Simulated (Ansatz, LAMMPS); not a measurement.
# Which site? a vacancy of Ga in amorphous 32Ga2O3-68GeO2 (mol %) (69 atoms), part 2 of 4

Aim: make a vacancy of Ga at several sites of amorphous 32Ga2O3-68GeO2 (mol %) (69 atoms), relax each, and compare their energies.

Ansatz 0.2.0; Kohn-Sham DFT, revPBE, PAW (set soft_1), plane waves; PAW set soft_1.

The cell: 12 Ga, 13 Ge and 44 O. The quench rate of 20 K/ps is orders of magnitude faster than experiment. The network of bonds at the start is that of the classical potential that made the cell. Sampling is at Γ alone, for a cell whose shortest periodic width is 10 Å.

So far. Step 2 (Single point at the start): The r.m.s. force at the start is 0.90 eV/Å. Step 3 (Relaxation): The relaxation converged after 12 steps, 5.75 eV below its start, with a largest force component of 0.036 eV/Å.

### 4. Single point at the relaxed geometry

The electronic structure is read at the final geometry, in a run of its own.

File input.yaml:

```yaml
crystal:
  lattice:
    - [9.77983, 0.0, 0.0]
    - [0.0, 9.77983, 0.0]
    - [0.0, 0.0, 9.77983]
  atoms:
    - { symbol: Ga, position: [0.87871, 0.9026, 0.56547] }
    - { symbol: Ga, position: [0.29522, 0.65122, 0.70832] }
    - { symbol: Ga, position: [0.63524, 0.08506, 0.7123] }
    - { symbol: Ga, position: [0.58839, 0.37836, 0.80475] }
    - { symbol: Ga, position: [0.03456, 0.79629, 0.86176] }
    - { symbol: Ga, position: [0.94847, 0.58255, 0.61254] }
    [... 57 atom lines left out ...]
    - { symbol: O, position: [0.38504, 0.15925, 0.2982] }
    - { symbol: O, position: [0.91982, 0.24084, 0.02927] }
    - { symbol: O, position: [0.71771, 0.74136, 0.24513] }
    - { symbol: O, position: [0.96357, 0.53442, 0.81717] }
    - { symbol: O, position: [0.34532, 0.34224, 0.6445] }
    - { symbol: O, position: [0.63221, 0.14972, 0.50909] }
kpoints:
  mp_grid: { grid: [1, 1, 1] }
hamiltonian:
  xc: revpbe
  pseudopotentials: { kind: paw, azcp: { folder: soft_1 } }
scf:
  occupations: { method: fixed }
output:
  forces: true
  stress: true
  populations: true
  dos:
    method: { smearing: { sigma: 0.1 } }
    de: 0.1
    projected: { site_lists: { Ga: [Ga], Ge: [Ge], O: [O] } }
  eigenvalues: true
  write_density: true
  write_potential: true
  volumetric_format: npy
```

The run is started by

```bash
> ansatz run input.yaml --threads 4 --pin off --max-ram 8192MiB --backend cpu --events-out ev --progress --plain --runs-dir out
```

The log of the run:

```text
[...]
Crystal: 69 atoms, lattice volume = 935.393 Å³
Basis set: ecut = 420 eV, 18325 PW (Γ), exchange–correlation on 144×144×144 points (8 copies of the dense FFT grid, shifted against one another)
Bands: 370, of which v1, the nominal top of the filled ones, is band 301 counted from 1 (300 counted from 0)
Symmetry: 1 space group operations
[...]
k-points: 1
[...]
SCF iter   1: F=—  HF=-126372.472577 eV  |F-HF|=—  |Δ(HF+E_count)|=         —  Δρ=1.04e-1  dr2=6.64e1  ethr=3.10e-3  ⟨swp⟩=5.0  Hψ=1242  notcnv=0  defer=64
[...]
SCF iter  14: F=-126352.850661 eV  HF=-126352.850661 eV  |F-HF|=1.36e-8  |Δ(HF+E_count)|=   3.38e-8  Δρ=1.25e-6  dr2=1.47e-8  ethr=1.66e-11  ⟨swp⟩=8.0  Hψ=2141  notcnv=0
SCF 1 converged in 14 iterations: F = -126352.850661 eV  dr2 = 1.47e-8
[...]
SCF converged after 14 iterations
Free energy (F): -126352.850661 eV
[...]
Internal energy: -126352.850661 eV  (E = F + TS)
E sigma→0 (E₀):  -126352.850661 eV
Fermi energy:    5.056274 eV
[...]
--- Forces (eV/Å), atoms counted from 1 ---
  atom   1  Ga    -0.00484382     0.00152920     0.00363662
  atom   2  Ga     0.01174705     0.00974161     0.00048428
  atom   3  Ga    -0.02975608    -0.00028215    -0.00305608
  atom   4  Ga     0.01922450     0.00679416    -0.02553690
  atom   5  Ga    -0.00467180    -0.02262695     0.00318092
  atom   6  Ga    -0.00453122    -0.00605568     0.01246585
  atom   7  Ga     0.01698698    -0.00653346    -0.00860191
  atom   8  Ga    -0.00418131    -0.00827109     0.00560831
  atom   9  Ga    -0.01029618    -0.00008469     0.00876493
  atom  10  Ga    -0.00528578    -0.00342022    -0.00900289
  atom  11  Ga    -0.01013522     0.00709102     0.00838318
  atom  12  Ga    -0.00053041    -0.01638885    -0.00263631
  atom  13  Ge    -0.00368786    -0.01922201     0.00891872
  atom  14  Ge     0.01051404     0.01343952     0.02033387
[...]
atom  68  O     -0.00019634     0.00235086    -0.00284555
  atom  69  O     -0.00172406     0.02696802    -0.01250959
  max |Σ_I F_I| component: 5.38e-5 eV/Å
--- Stress (GPa, compression-positive) ---
       -0.140517       0.566598      -1.606899
        0.566598       2.310370      -0.126238
       -1.606899      -0.126238      -2.175716
  P = ⅓ Tr σ = -0.0020 GPa (-0.020 kbar)
--- Band table (eV) ---
[...]
--- Löwdin populations: 69 sites ---
  site symbol       q [e]
     0     Ga     11.8867
     1     Ga     11.8868
     2     Ga     11.8928
[...]
68      O      6.6629
  spilling = 0.004611 (of n_electrons = 602.000000)
```

It took 21 s on 4 threads of Arm Neoverse V1, shared host; peak memory 1.4 GiB.

Numbers from this run:

```
free energy                                      : -126352.8507 eV
free energy per atom                             : -1831.2007 eV/atom
SCF cycles                                       : 14
pressure                                         : -0.001954 GPa
r.m.s. force component                           : 0.01245 eV/Å
longest force                                    : 0.05142 eV/Å
Fermi energy                                     : 5.056 eV
gap (highest filled to lowest empty level) : 1.546 eV
spilling of the projection                       : 0.004611
```

Löwdin charges by element and coordination (they lack the spilled electrons, 0.040 e an atom on average):

```
element  coordination  atoms  mean charge (e)  spread   least    most
     Ga           all     12             1.09  0.0195    1.05    1.11
     Ga             4      6             1.10  0.0085    1.09    1.11
     Ga             5      4             1.07  0.0095    1.05    1.08
     Ga             6      2             1.08   0.009    1.07    1.09
     Ge           all     13             1.49  0.0214    1.45    1.53
     Ge             4     10             1.50  0.0175    1.48    1.53
     Ge             5      3             1.46  0.0072    1.45    1.47
      O           all     44           -0.673  0.0173  -0.724  -0.636
      O             2     21           -0.678  0.0174  -0.724  -0.651
      O             3     23           -0.668  0.0158  -0.693  -0.636
```

Density of states as counts of states in windows of 1 eV (from the Fermi level), total and the larger projections:

```
from (eV)  to (eV)  total   O p  Ga d
      -14      -13   92.4   1.0  89.7
      -13      -12   27.6   0.3  25.4
      -12      -10    0.0   0.0   0.0
      -10       -9    2.5   1.3   0.0
       -9       -8    7.5   3.8   0.1
       -8       -7   10.0   5.4   0.1
       -7       -6   14.6   8.8   0.1
       -6       -5   21.5  14.6   0.1
       -5       -4   28.8  21.1   0.1
       -4       -3   34.0  26.8   0.2
       -3       -2   44.9  39.1   0.2
       -2       -1   63.4  59.7   0.2
       -1        0   35.7  34.3   0.1
        0        1    1.0   1.0   0.0
        1        2    2.0   0.3   0.0
        2        3    0.0   0.0   0.0
        3        4    6.6   2.0   0.0
        4        5   15.4   4.5   0.0
```

With fixed occupations the program's Fermi level is the highest filled level; weight inside the gap is the broadening of levels at its edges.

Between -25 and -14 eV lie 218 more states.

The levels nearest the highest filled one (over half full), pooled over k-points and spins:

```
level less the highest filled one (eV)  occupation
                                -0.475           2
                                -0.403           2
                                -0.370           2
                                -0.221           2
                                -0.134           2
                                     0           2
                                  1.55           0
                                  3.53           0
                                  3.57           0
                                  3.76           0
                                  4.06           0
                                  4.09           0
```

Valence density in the ac plane at fractional y = 0.098, with atoms of Ga and Ge and O within 0.2 Å of it. It is the smooth field of the valence electrons, not physical close to the nuclei.

Values in e/Å³, 13 rows by 16 columns, each cell a mean:
```
 0  0  0  0  0  0  0  0  0  0  0  0  0  3 18  2
 0  0  0  0  0  0  0  0  0  0  0  0  1  1  2  0
 0  0  0  1  3  1  0  0  0  1  1  0  1  1  0  0
 0  3  2  1  2  1  0  0  0  5 18  1  0  0  0  0
 1 14  9  0  0  0  0  0  0  1  2  0  0  0  1  1
 1  1  0  0  0  0  0  0  0  1  1  0  0  0  4  5
 0  0  0  0  0  0  0  0  0  1  2  0  0  0  1  1
13  1  0  0  0  0  0  1  8  2  0  0  0  0  0  2
10  1  0  0  0  1  1  1  8  2  0  0  0  0  0  2
 1  3  2  0  0  1  1  0  0  1  1  0  0  0  0  0
 1  5  3  2 15  3  0  0  0  0  0  0  0  0  0  0
 0  0  0  1  7  2  0  0  0  0  0  0  0  0  0  0
 0  0  0  0  0  0  0  0  0  0  0  0  0  0  1  0
```
Columns run along a (9.8 Å), rows up along c (9.8 Å). Atoms in or near the plane, at fractional coordinates: Ga at (0.64, 0.71), Ga at (0.11, 0.66), Ga at (0.02, 0.38), Ge at (0.28, 0.16), Ge at (0.89, 0.95), O at (0.11, 0.21), O at (0.93, 0.58).

Electrostatic potential energy in the ac plane at fractional y = 0.098, with atoms of Ga and Ge and O within 0.2 Å of it. With pseudopotentials it is smooth inside the atoms' cores, unlike the true potential.

Ten even steps from '0' (-20 eV) to '9' (14 eV), each cell a mean:
```
688988888888999999887511211
688998888888999999887511211
789998888888899988888631014
888998867788888877787335567
888888301688887655565027888
765566100488886589756568888
657755413789886699956889988
579994678999886599856899887
579984788999887556557898524
456755788998888766678886000
665567889988888743688886000
777788999888877610388888535
556789999887643432689888875
985689999886300136889988756
997588999886112116889988659
996688888755211026889988758
555788887512421257888888765
641147655545766666888888877
820004111367888876888888888
840002121157889988888888889
985452121157899999998888889
999874101368899999998888788
889887555788999999988865557
788888778888999999988631014
```
Columns run along a (9.8 Å; values clipped at the 3rd and 97th percentile), rows up along c (9.8 Å). Atoms in or near the plane, at fractional coordinates: Ga at (0.64, 0.71), Ga at (0.11, 0.66), Ga at (0.02, 0.38), Ge at (0.28, 0.16), Ge at (0.89, 0.95), O at (0.11, 0.21), O at (0.93, 0.58).

Between filled and empty levels lie 1.55 eV (at Γ alone); a semilocal functional tends to put such gaps too low. In a disordered cell it changes from sample to sample, and tail or defect levels can set it. Mean Löwdin charges: Ga +1.09, Ge +1.49, O -0.67 e (they miss 0.46 % of the electrons, so they add up to more than the cell's charge).

### 5. Vacancy of Ga, site Ga4

The site has 4 bonded neighbours (O4) at 1.88 Å on average, by cutoffs that count no bonds between two metal atoms or like ions. The change is made in the relaxed cell and the atoms are relaxed again, with spin allowed.

File input.yaml:

```yaml
crystal:
  lattice:
    - [9.77983, 0.0, 0.0]
    - [0.0, 9.77983, 0.0]
    - [0.0, 0.0, 9.77983]
  atoms:
    - { symbol: Ga, position: [0.87871, 0.9026, 0.56547] }
    - { symbol: Ga, position: [0.29522, 0.65122, 0.70832] }
    - { symbol: Ga, position: [0.63524, 0.08506, 0.7123] }
    - { symbol: Ga, position: [0.03456, 0.79629, 0.86176] }
    - { symbol: Ga, position: [0.94847, 0.58255, 0.61254] }
    - { symbol: Ga, position: [0.10749, 0.11149, 0.65811] }
    - { symbol: Ga, position: [0.31325, 0.25862, 0.81763] }
    [... atom lines 8 to 68 left out ...]
magnetization:
  spin_polarized: true
kpoints:
  mp_grid: { grid: [1, 1, 1] }
hamiltonian:
  xc: revpbe
  pseudopotentials: { kind: paw, azcp: { folder: soft_1 } }
scf:
  occupations: { method: fermi_dirac, width: 0.025 }
  lower_state_search: "off"
output:
  forces: true
  eigenvalues: true
relax:
  f_tol: 0.05
  max_steps: 90
```

The log of the run:

```text
[...]
Crystal: 68 atoms, lattice volume = 935.393 Å³
Basis set: ecut = 420 eV, 18325 PW (Γ), exchange–correlation on 144×144×144 points (8 copies of the dense FFT grid, shifted against one another)
Bands: 364, of which v1, the nominal top of the filled ones, is band 295 counted from 1 (294 counted from 0)
Symmetry: 1 space group operations
[...]
k-points: 1
[...]
Starting moments: Σ|m| = 2.4 μB on 4 of 68 sites
[...]
SCF iter   1: F=—  HF=-122577.123673 eV  |F-HF|=—  |Δ(HF+E_count)|=         —  Δρ=5.55e-2 (↑5.22e-2 ↓5.55e-2)  dr2=7.70e1  dr2_m=9.19e-1  M=2.920 μB ∫|m|=3.164 μB  β_m=0.30  ethr=3.10e-3  ⟨swp⟩=6.0  Hψ=2682  notcnv=0  defer=74
[...]
spin=Collinear: Resta preconditioning applied to the charge; magnetization (m = ρ↑ − ρ↓) channel mixes plain (no charge-response kernel on spin).
SCF iter   2: F=—  HF=-122564.898264 eV  |F-HF|=—  |Δ(HF+E_count)|=    1.22e1  Δρ=4.18e-2 (↑3.32e-2 ↓4.18e-2)  dr2=3.48e1  dr2_m=1.21e0  M=2.937 μB ∫|m|=3.199 μB  β_m=0.30  ethr=3.10e-3  ⟨swp⟩=2.0  Hψ=1223  notcnv=0  defer=122
SCF iter   3: F=—  HF=-122561.066781 eV  |F-HF|=—  |Δ(HF+E_count)|=    3.83e0  Δρ=3.50e-2 (↑2.34e-2 ↓3.50e-2)  dr2=2.53e1  dr2_m=1.21e0  M=2.998 μB ∫|m|=3.272 μB  β_m=0.30  ethr=3.10e-3  ⟨swp⟩=2.5  Hψ=1227  notcnv=0  defer=124
[...]
SCF iter   8: F=—  HF=-122557.207850 eV  |F-HF|=—  |Δ(HF+E_count)|=   2.20e-2  Δρ=5.71e-3 (↑2.66e-3 ↓5.71e-3)  dr2=3.58e-1  dr2_m=7.85e-2  M=2.999 μB ∫|m|=3.278 μB  β_m=0.30  ethr=2.21e-4  ⟨swp⟩=2.0  Hψ=847  notcnv=0  defer=128
[...]
spin-set hold released at iteration 8 (site moments contracting): the magnetisation degrees of freedom join the quasi-Newton model from the next iteration; the mixer history was flushed
SCF iter   9: F=—  HF=-122557.300364 eV  |F-HF|=—  |Δ(HF+E_count)|=   9.25e-2  Δρ=1.27e-2 (↑2.06e-3 ↓1.27e-2)  dr2=2.44e0  dr2_m=3.54e-1  M=2.999 μB ∫|m|=3.284 μB  β_m=0.14  ethr=6.08e-5  ⟨swp⟩=3.0  Hψ=991  notcnv=0  defer=128  recentre
SCF iter  10: F=—  HF=-122557.256540 eV  |F-HF|=—  |Δ(HF+E_count)|=   4.38e-2  Δρ=5.63e-3 (↑2.37e-3 ↓5.63e-3)  dr2=4.84e-1  dr2_m=6.35e-2  M=2.999 μB ∫|m|=3.286 μB  β_m=0.08  ethr=6.08e-5  ⟨swp⟩=3.0  Hψ=1002  notcnv=0  defer=128
[...]
SCF iter  23: F=—  HF=-122557.378307 eV  |F-HF|=—  |Δ(HF+E_count)|=   1.33e-6  Δρ=7.39e-5 (↑9.52e-6 ↓7.39e-5)  dr2=7.01e-5  dr2_m=1.12e-5  M=2.999 μB ∫|m|=3.309 μB  β_m=0.31  ethr=6.14e-9  ⟨swp⟩=2.0  Hψ=995  notcnv=0
SCF iter  24: F=-122557.378293 eV  HF=-122557.378305 eV  |F-HF|=1.20e-5  |Δ(HF+E_count)|=   1.28e-6  Δρ=3.71e-5 (↑7.08e-6 ↓3.71e-5)  dr2=1.69e-5  dr2_m=3.14e-6  M=2.999 μB ∫|m|=3.309 μB  ethr=6.14e-9  ⟨swp⟩=3.0  Hψ=1914  notcnv=0
SCF 1 converged in 24 iterations: F = -122557.378293 eV  dr2 = 1.69e-5
[...]
relax step   1: F+E_penalty+E_count = -122557.37829335 eV  Δ(F+E_penalty+E_count) = +0.000e0 eV  max|allowed force component| = 1.450e0 eV/Å  Δτ_max = 0.0000 Å  (24 SCF iters, dr2 threshold 6.25e-5 eV, accepted)
[... from here on, the SCF cycles and remarks between the steps are left out ...]
relax step   2: F+E_penalty+E_count = -122558.00249044 eV  Δ(F+E_penalty+E_count) = -6.242e-1 eV  max|allowed force component| = 1.042e0 eV/Å  Δτ_max = 0.1952 Å  (11 SCF iters, dr2 threshold 1.00e-4 eV, accepted)
relax step   3: F+E_penalty+E_count = -122558.40452902 eV  Δ(F+E_penalty+E_count) = -4.020e-1 eV  max|allowed force component| = 1.088e0 eV/Å  Δτ_max = 0.1940 Å  (11 SCF iters, dr2 threshold 6.78e-5 eV, accepted)
relax step   4: F+E_penalty+E_count = -122558.59332423 eV  Δ(F+E_penalty+E_count) = -1.888e-1 eV  max|allowed force component| = 3.090e-1 eV/Å  Δτ_max = 0.0926 Å  (8 SCF iters, dr2 threshold 1.00e-4 eV, accepted)
relax step   5: F+E_penalty+E_count = -122558.61633098 eV  Δ(F+E_penalty+E_count) = -2.301e-2 eV  max|allowed force component| = 5.201e-1 eV/Å  Δτ_max = 0.1488 Å  (11 SCF iters, dr2 threshold 7.70e-6 eV, accepted)
relax step   6: F+E_penalty+E_count = -122558.74224994 eV  Δ(F+E_penalty+E_count) = -1.259e-1 eV  max|allowed force component| = 1.448e-1 eV/Å  Δτ_max = 0.0689 Å  (8 SCF iters, dr2 threshold 2.18e-5 eV, accepted)
relax step   7: F+E_penalty+E_count = -122558.72487149 eV  Δ(F+E_penalty+E_count) = +1.738e-2 eV  max|allowed force component| = 3.704e-1 eV/Å  Δτ_max = 0.2000 Å  (14 SCF iters, rejected (line search))
relax step   8: F+E_penalty+E_count = -122558.79814397 eV  Δ(F+E_penalty+E_count) = -5.589e-2 eV  max|allowed force component| = 6.320e-2 eV/Å  Δτ_max = 0.0976 Å  (13 SCF iters, accepted)
relax step   9: F+E_penalty+E_count = -122558.80141373 eV  Δ(F+E_penalty+E_count) = -3.270e-3 eV  max|allowed force component| = 1.368e-1 eV/Å  Δτ_max = 0.1000 Å  (12 SCF iters, accepted)
relax step  10: F+E_penalty+E_count = -122558.81301842 eV  Δ(F+E_penalty+E_count) = -1.160e-2 eV  max|allowed force component| = 7.108e-2 eV/Å  Δτ_max = 0.0323 Å  (9 SCF iters, dr2 threshold 3.56e-6 eV, accepted)
relax step  11: F+E_penalty+E_count = -122558.79636512 eV  Δ(F+E_penalty+E_count) = +1.665e-2 eV  max|allowed force component| = 1.455e-1 eV/Å  Δτ_max = 0.0745 Å  (12 SCF iters, rejected (line search))
relax step  12: F+E_penalty+E_count = -122558.81522259 eV  Δ(F+E_penalty+E_count) = -2.204e-3 eV  max|allowed force component| = 7.037e-2 eV/Å  Δτ_max = 0.0256 Å  (12 SCF iters, accepted)
relax step  13: F+E_penalty+E_count = -122558.81564412 eV  Δ(F+E_penalty+E_count) = -4.215e-4 eV  max|allowed force component| = 9.101e-2 eV/Å  Δτ_max = 0.0264 Å  (11 SCF iters, accepted)
relax step  14: F+E_penalty+E_count = -122558.81799969 eV  Δ(F+E_penalty+E_count) = -2.356e-3 eV  max|allowed force component| = 1.770e-2 eV/Å  Δτ_max = 0.0166 Å  (7 SCF iters, dr2 threshold 8.12e-6 eV, accepted)
relax step  15: F+E_penalty+E_count = -122558.81800039 eV  Δ(F+E_penalty+E_count) = -7.000e-7 eV  max|allowed force component| = 1.769e-2 eV/Å  Δτ_max = 0.0000 Å  (5 SCF iters, accepted)
SCF converged after 5 iterations
Magnetization: 3.0000 μB (296.0000 up, 293.0000 down)
Absolute magnetization: 3.3859 μB (∫|ρ↑−ρ↓|, with the PAW one-centre terms)
[...]
Per-site moments (μB) at R_I (Å): [(8.492960e-5, 0.757403), (-1.051558e-5, 0.745016), (-0.000541102, 0.764732), (-0.000148195, 0.756786), (-0.00106797, 0.786940), [...]
Free energy (F): -122558.818000 eV
[...]
Internal energy: -122558.817973 eV  (E = F + TS)
E sigma→0 (E₀):  -122558.817987 eV
Entropy (-TS):   -0.000027 eV (-0.000 meV/atom)
Fermi energy:    4.796056 eV
[...]
Σ components = -122558.818000   (vs F -122558.818000, Δ=0.00e0)
--- Forces (eV/Å), atoms counted from 1 ---
  atom   1  Ga     0.00038828     0.00694495     0.00079130
  atom   2  Ga     0.00248820    -0.00543878     0.00801450
  atom   3  Ga     0.00536935    -0.00072378    -0.00381138
  atom   4  Ga     0.00134349    -0.00183307     0.00639274
[...]
atom  68  O     -0.00381862    -0.00083174    -0.00559669
  max |Σ_I F_I| component: 2.86e-5 eV/Å
--- Band table (eV) ---
[...]
--- Relaxed structure (15 steps of the walk, 13 accepted, 0 SCFs on fresh bases) ---
  F+E_penalty+E_count = -122558.81800039 eV   max|allowed force component| = 1.769e-2 eV/Å
  atoms:
    - { symbol: Ga, position: [0.878937, 0.905104, 0.571576] }
    - { symbol: Ga, position: [0.298451, 0.654005, 0.712032] }
    - { symbol: Ga, position: [0.637686, 0.089206, 0.710094] }
    - { symbol: Ga, position: [0.043564, 0.801332, 0.860471] }
[...]
- { symbol: O, position: [0.635532, 0.139235, 0.511081] }
```

It took 6.7 min on 4 threads; peak memory 2.2 GiB.

The relaxation converged after 15 steps, 1.44 eV below its start, with a largest force component of 0.018 eV/Å.

A closer look about the place of the removed atom, after relaxation: 11 atoms, nearest first, numbered in the order of the input, with positions taken from that point.

```
atom      x      y      z  distance (Å)  bonds  moment (μB)
 O28   0.26  -0.01  -1.84          1.85      2         0.33
 O38   1.80   0.47   0.96          2.09      2         0.43
 O40  -1.91   0.54   0.75          2.12      2         0.02
 O49  -0.88  -2.06   0.07          2.24      2         0.56
 Ga7  -2.59  -1.00  -0.09          2.77      5         0.00
 O52  -0.95   2.51  -0.92          2.83      3         0.00
Ge22  -1.44   0.18   2.44          2.84      4         0.00
Ge12  -0.02   1.64  -2.43          2.94      5         0.00
 O25   0.11  -0.57   2.89          2.94      2         0.09
 O44   2.01  -2.21   0.09          2.99      3         0.02
 Ga3   0.48  -2.83  -0.93          3.01      4         0.00
```

The largest move is 0.49 Å, by O67.

(Part 2 of 4 ends here.)

[Long decimals in the printed logs are rounded to 6 places.]

[Logs are printed without paths, hosts, clocks, repeated set-up lines and the standing remarks that a program may print on its own settings, such as how far it seeks lower states.]

[Hosts, paths, dates, database ids (printed as entryN), source tags and the programs' standing remarks are cut or masked in the printed files.]
